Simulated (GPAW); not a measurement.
# WSi2As4 monolayer in an electric field, part 2 of 2

Aim: the dipole that a field along the normal induces in WSi2As4 monolayer.

GPAW 26.7.0; GPAW, PAW setups; layer in a repeated cell with vacuum, relaxation of atoms and in-plane cell (the session's first sound run).

So far, upper work function (eV): step 3 (the slab's potential) 4.44.

## Step 5: Field on

Level of this step: GPAW, PAW setups; slab in vacuum (GPAW).

run.py reads:

```python
import json
import numpy as np
from ase import Atoms
from gpaw import GPAW, PW
from gpaw.external import ConstantElectricField

slab = Atoms(
    ['As', 'Si', 'As', 'W', 'As', 'Si', 'As'],
    positions=[
        [-0.00000, 0.00000, 9.00000],
        [-0.00000, 2.08655, 10.12545],
        [-0.00000, 2.08655, 12.50330],
        [-0.00000, 0.00000, 13.99987],
        [-0.00000, 2.08655, 15.49644],
        [-0.00000, 2.08655, 17.87429],
        [-0.00000, 0.00000, 18.99974]],
    cell=[[3.61402, 0.0, 0.0], [-1.80701, 3.12983, 0.0], [0.0, 0.0, 27.9997]],
    pbc=[True, True, False])

slab.calc = GPAW(mode=PW(400), xc='PBE', kpts={'size': (9, 9, 1), 'gamma': True},
                 occupations={'name': 'fermi-dirac', 'width': 0.05}, nbands='200%',
                 convergence={'density': 1e-05}, maxiter=200,
                 poissonsolver={'dipolelayer': 'xy'},
                 external=ConstantElectricField(-0.1, [0, 0, 1]),
                 symmetry={'tolerance': 1e-3}, txt='slab.txt')
result = {}
energy = slab.get_potential_energy()
fermi = slab.calc.get_fermi_level()
v = slab.calc.get_electrostatic_potential().mean((0, 1)) - fermi
n = slab.calc.get_pseudo_density().mean((0, 1))
L = slab.cell[2, 2]
z = np.arange(len(v)) * L / len(v)
low, high = slab.positions[:, 2].min(), slab.positions[:, 2].max()
below, above = np.interp([low - 6.8, high + 6.8], z, v)
slopes = [np.interp(x, z, np.gradient(v, z)) for x in (low - 6.8, high + 6.8)]
eps = np.array([[slab.calc.get_eigenvalues(k, s) for k in range(len(slab.calc.get_ibz_k_points()))]
                for s in range(slab.calc.get_number_of_spins())]) - fermi
top, bottom = eps[eps < 0].max(), eps[eps > 0].min()
dipole = slab.get_dipole_moment()[2]
print(f'energy {energy:.4f} eV, Fermi level {fermi:.4f} eV, dipole {dipole:.5f} e A')
print(f'potential 6.8 A off the faces, from the Fermi level: lower {below:.4f} eV, upper {above:.4f} eV')
print(f'slope of the potential there: lower {slopes[0]:.5f}, upper {slopes[1]:.5f} eV/A')
print(f'nearest levels on the mesh: {top:.4f} and {bottom:.4f} eV')
print('magnetic moment', round(slab.get_magnetic_moment(), 3))
result.update(energy=energy, fermi=fermi, dipole=dipole, below=below, above=above, slopes=slopes, edges=[top, bottom],
              z=z.tolist(), v=v.tolist(), n=n.tolist(), positions=slab.positions.tolist(),
              forces=slab.get_forces(apply_constraint=False).tolist(), moments=slab.get_magnetic_moments().tolist())
json.dump(result, open('result.json', 'w'))
```

The run is started by

```sh
$ OMP_NUM_THREADS=1 OPENBLAS_NUM_THREADS=1 python run.py
```

What it wrote:

```text
energy -41.2788 eV, Fermi level 0.8209 eV, dipole -0.07508 e A
potential 6.8 A off the faces, from the Fermi level: lower 3.8471 eV, upper 5.0487 eV
slope of the potential there: lower -0.00013, upper -0.00005 eV/A
nearest levels on the mesh: -0.3505 and 0.3606 eV
magnetic moment 0.0
```

Elapsed: 5.9 min, on 1 thread of Arm Neoverse V1, shared host; peak memory 0.47 GiB.

This step gave:

- dipole along the normal: -0.07508 e·Å
- levels nearest the Fermi level on the mesh: -0.3505, 0.3606 eV from the Fermi level
- potential below the slab, the applied field's own ramp left out: 3.847 eV from the Fermi level
- potential above the slab, the applied field's own ramp left out: 5.049 eV from the Fermi level

The electrostatic potential energy of an electron (without an applied field's), less the Fermi level, planar mean oscillates, so the rows of the table below give means over windows of 1 Å about each position, cut where the curve ends. Its maxima inside the range that stand out by 2 % of the span (Å: eV): 9.6: -10.3, 11.3: 1.22, 13.2: -6.66, 14.8: -6.50, 16.7: 1.73, 18.4: -9.50. Its minima: 9.0: -15.6, 10.1: -12.3, 12.5: -13.7, 14.0: -18.2, 15.5: -13.4, 17.9: -11.6, 19.0: -14.6.

Table of electrostatic potential energy of an electron (without an applied field's), less the Fermi level, planar mean by z; means over each step:

z (Å), electrostatic potential energy of an electron (without an applied field's), less the Fermi level, planar mean (eV) and a bar from the least value:
```
        0        4.1 #############################
        1        3.8 ############################
        2        3.8 ############################
        3        3.8 ############################
        4        3.8 ############################
        5        3.8 ############################
        6        3.8 ############################
        7        3.6 ############################
        8        0.5 #######################
        9      -12.4 ####
       10      -10.8 ######
       11       -1.2 #####################
       12       -5.7 ##############
       13       -9.4 ########
       14      -15.0 
       15       -9.2 #########
       16       -5.3 ##############
       17       -0.6 ######################
       18      -10.1 #######
       19      -11.5 #####
       20        1.6 #########################
       21        4.8 ##############################
       22        5.0 ##############################
       23        5.0 ##############################
       24        5.0 ##############################
       25        5.0 ##############################
       26        5.0 ##############################
       27        5.0 ##############################
```

The dipole is now -0.0751 e Å, against 7.2e-4 in the run without a field.

## Step 6: In a field

run.py, as its differences from that of step 5:

```diff
@@ -23,3 +23,3 @@
                  poissonsolver={'dipolelayer': 'xy'},
-                 external=ConstantElectricField(-0.1, [0, 0, 1]),
+                 external=ConstantElectricField(-0.05, [0, 0, 1]),
                  symmetry={'tolerance': 1e-3}, txt='slab.txt')
```

What it wrote:

```text
energy -41.2760 eV, Fermi level 0.8212 eV, dipole -0.03754 e A
potential 6.8 A off the faces, from the Fermi level: lower 4.1469 eV, upper 4.7478 eV
slope of the potential there: lower -0.00009, upper 0.00001 eV/A
nearest levels on the mesh: -0.3505 and 0.3606 eV
magnetic moment 0.0
```

Wall time 7.5 min (1 thread); peak memory 0.47 GiB.

The electrostatic potential energy of an electron (without an applied field's), less the Fermi level, planar mean oscillates, so the rows of the table below give means over windows of 1 Å about each position, cut where the curve ends. Its maxima inside the range that stand out by 2 % of the span (Å: eV): 9.6: -10.1, 11.3: 1.35, 13.2: -6.62, 14.8: -6.54, 16.7: 1.60, 18.4: -9.70. Its minima: 9.0: -15.3, 10.1: -12.2, 12.5: -13.7, 14.0: -18.2, 15.5: -13.5, 17.9: -11.8, 19.0: -14.8.

Table of electrostatic potential energy of an electron (without an applied field's), less the Fermi level, planar mean by z; means over each step:

```
z (Å)  electrostatic potential energy of an electron (without an applied field's), less the Fermi level, planar mean (eV)
    0                                                                                                                4.26
    1                                                                                                                4.15
    2                                                                                                                4.15
    3                                                                                                                4.15
    4                                                                                                                4.15
    5                                                                                                                4.15
    6                                                                                                                4.13
    7                                                                                                                3.93
    8                                                                                                               0.737
    9                                                                                                               -12.2
   10                                                                                                               -10.6
   11                                                                                                               -1.03
   12                                                                                                               -5.63
   13                                                                                                               -9.37
   14                                                                                                               -15.0
   15                                                                                                               -9.28
   16                                                                                                               -5.44
   17                                                                                                              -0.749
   18                                                                                                               -10.3
   19                                                                                                               -11.7
   20                                                                                                                1.29
   21                                                                                                                4.53
   22                                                                                                                4.73
   23                                                                                                                4.75
   24                                                                                                                4.75
   25                                                                                                                4.75
   26                                                                                                                4.75
   27                                                                                                                4.75
```

## Step 7: Field on

run.py, as its differences from that of step 6:

```diff
@@ -23,3 +23,3 @@
                  poissonsolver={'dipolelayer': 'xy'},
-                 external=ConstantElectricField(-0.05, [0, 0, 1]),
+                 external=ConstantElectricField(0.05, [0, 0, 1]),
                  symmetry={'tolerance': 1e-3}, txt='slab.txt')
```

What it wrote:

```text
energy -41.2760 eV, Fermi level 0.8213 eV, dipole 0.03751 e A
potential 6.8 A off the faces, from the Fermi level: lower 4.7475 eV, upper 4.1472 eV
slope of the potential there: lower -0.00002, upper 0.00009 eV/A
nearest levels on the mesh: -0.3505 and 0.3606 eV
magnetic moment 0.0
```

Elapsed: 7.5 min, on 1 thread; peak memory 0.47 GiB.

The electrostatic potential energy of an electron (without an applied field's), less the Fermi level, planar mean oscillates, so the rows of the table below give means over windows of 1 Å about each position, cut where the curve ends. Its maxima inside the range that stand out by 2 % of the span (Å: eV): 9.6: -9.70, 11.3: 1.60, 13.2: -6.54, 14.8: -6.62, 16.7: 1.35, 18.4: -10.1. Its minima: 9.0: -14.8, 10.1: -11.8, 12.5: -13.5, 14.0: -18.2, 15.5: -13.7, 17.9: -12.2, 19.0: -15.3.

The electrostatic potential energy of an electron (without an applied field's), less the Fermi level, planar mean by z; means over each step:

z (Å), electrostatic potential energy of an electron (without an applied field's), less the Fermi level, planar mean (eV) and a bar from the least value:
```
        0        4.6 ##############################
        1        4.7 ##############################
        2        4.7 ##############################
        3        4.7 ##############################
        4        4.7 ##############################
        5        4.7 ##############################
        6        4.7 ##############################
        7        4.5 ##############################
        8        1.3 #########################
        9      -11.7 #####
       10      -10.3 #######
       11       -0.7 ######################
       12       -5.4 ##############
       13       -9.3 #########
       14      -15.0 
       15       -9.4 #########
       16       -5.6 ##############
       17       -1.0 #####################
       18      -10.6 #######
       19      -12.2 ####
       20        0.7 ########################
       21        3.9 #############################
       22        4.1 #############################
       23        4.1 #############################
       24        4.1 #############################
       25        4.1 #############################
       26        4.1 #############################
       27        4.1 #############################
```

## Step 8: Field on

run.py, as its differences from that of step 7:

```diff
@@ -23,3 +23,3 @@
                  poissonsolver={'dipolelayer': 'xy'},
-                 external=ConstantElectricField(0.05, [0, 0, 1]),
+                 external=ConstantElectricField(0.1, [0, 0, 1]),
                  symmetry={'tolerance': 1e-3}, txt='slab.txt')
```

What it wrote:

```text
energy -41.2788 eV, Fermi level 0.8210 eV, dipole 0.07508 e A
potential 6.8 A off the faces, from the Fermi level: lower 5.0487 eV, upper 3.8471 eV
slope of the potential there: lower 0.00005, upper 0.00013 eV/A
nearest levels on the mesh: -0.3505 and 0.3606 eV
magnetic moment 0.0
```

The job ended after 5.6 min (1 thread; peak memory 0.47 GiB).

The dipole is now 0.0751 e Å, against 7.2e-4 in the run without a field.

## Step 9: Field on

run.py, as its differences from that of step 8:

```diff
@@ -23,3 +23,3 @@
                  poissonsolver={'dipolelayer': 'xy'},
-                 external=ConstantElectricField(0.1, [0, 0, 1]),
+                 external=ConstantElectricField(0.2, [0, 0, 1]),
                  symmetry={'tolerance': 1e-3}, txt='slab.txt')
```

What it wrote:

```text
energy -41.2901 eV, Fermi level 0.8193 eV, dipole 0.15020 e A
potential 6.8 A off the faces, from the Fermi level: lower 5.6527 eV, upper 3.2490 eV
slope of the potential there: lower 0.00014, upper 0.00022 eV/A
nearest levels on the mesh: -0.3506 and 0.3607 eV
magnetic moment 0.0
```

It took 6.1 min on 1 thread; peak memory 0.47 GiB.

The electrostatic potential energy of an electron (without an applied field's), less the Fermi level, planar mean oscillates, so the rows of the table below give means over windows of 1.76 Å about each position, cut where the curve ends. Its maxima inside the range that stand out by 2 % of the span (Å: eV): 1.8: 5.65, 9.6: -9.08, 11.3: 1.99, 13.2: -6.42, 14.8: -6.73, 16.7: 0.962, 18.4: -10.7. Its minima: 9.0: -14.1, 10.1: -11.2, 12.5: -13.3, 14.0: -18.2, 15.5: -13.9, 17.9: -12.7, 19.0: -16.0.

Electrostatic potential energy of an electron (without an applied field's), less the Fermi level, planar mean against z; means over each step:

```
z (Å)  electrostatic potential energy of an electron (without an applied field's), less the Fermi level, planar mean (eV)
 0.88                                                                                                                5.53
 2.64                                                                                                                5.65
 4.40                                                                                                                5.65
 6.16                                                                                                                5.61
 7.92                                                                                                                1.26
 9.68                                                                                                               -10.6
11.44                                                                                                               -1.64
13.20                                                                                                               -11.5
14.96                                                                                                               -11.1
16.72                                                                                                               -2.39
18.48                                                                                                               -12.6
20.24                                                                                                               0.356
22.00                                                                                                                3.23
23.76                                                                                                                3.25
25.52                                                                                                                3.25
27.28                                                                                                                3.33
```

The dipole is now 0.150 e Å, against 7.2e-4 in the run without a field.

## Step 10: In a field

run.py, as its differences from that of step 9:

```diff
@@ -23,3 +23,3 @@
                  poissonsolver={'dipolelayer': 'xy'},
-                 external=ConstantElectricField(0.2, [0, 0, 1]),
+                 external=ConstantElectricField(0.3, [0, 0, 1]),
                  symmetry={'tolerance': 1e-3}, txt='slab.txt')
```

What it wrote:

```text
energy -41.3088 eV, Fermi level 0.8168 eV, dipole 0.22534 e A
potential 6.8 A off the faces, from the Fermi level: lower 6.2587 eV, upper 2.6524 eV
slope of the potential there: lower 0.00022, upper 0.00031 eV/A
nearest levels on the mesh: -0.3506 and 0.3608 eV
magnetic moment 0.0
```

Elapsed: 6.9 min, on 1 thread; peak memory 0.48 GiB.

The dipole is now 0.225 e Å, against 7.2e-4 in the run without a field.

## Step 11: The series

The members are put on one axis.

This step: induced dipole against applied field (GPAW 26.7.0).

The dipole along the normal by field:

```
field (V/Å)  dipole along the normal (e·Å)
     -0.200                         -0.150
     -0.100                        -0.0751
     -0.050                        -0.0375
      0.000                         7.2e-4
      0.050                         0.0375
      0.100                         0.0751
      0.200                          0.150
      0.300                          0.225
```

## Step 12: Outcome

- work function, upper and lower face (Fermi level placed in the gap by the smearing): 4.440 and 4.454 eV
- ionisation energy from the upper face (highest filled level on the mesh): 4.79 eV
- electron affinity from the upper face (lowest empty Kohn-Sham level on the mesh): 4.08 eV
- dipole along the normal: 7.2e-4 e Å
- induced dipole per field: 0.751 e Å per V/Å
- out-of-plane polarisability per area, α/(ε0 A): 12.0 Å

**Reading.** The field induces 0.751 e Å per V/Å, a polarisable thickness α/(ε0 A) of 12.0 Å beside 10.00 Å between the outermost nuclei. A perfect conductor would give the distance between its two image planes; a dielectric of thickness t gives t(1 - 1/ε). The levels nearest the Fermi level on the mesh lie 0.711 eV apart, so the slab is gapped there: the smearing puts the Fermi level inside the gap, and from either face the ionisation energy is the work function plus 0.35 eV. Both are Kohn-Sham levels on the mesh, and semilocal gaps are too small, so the affinity tends to come out too large and the ionisation energy too small. The induced dipole is linear in the field over this range. With elements this heavy, spin-orbit coupling can move band edges by tenths of an eV. The small printed dipole stands for a step of -11 meV from the lower to the upper face, and the probes find -14 meV; values this small are near the numerical noise of both. The layer's cell and atoms come from the relaxation; spin-orbit coupling and temperature are left out.

[Logs are printed without paths, hosts, clocks, repeated set-up lines and the standing remarks that a program may print on its own settings, such as how far it seeks lower states.]

[Hosts, paths, dates, database ids (printed as entryN), source tags and the programs' standing remarks are cut or masked in the printed files.]
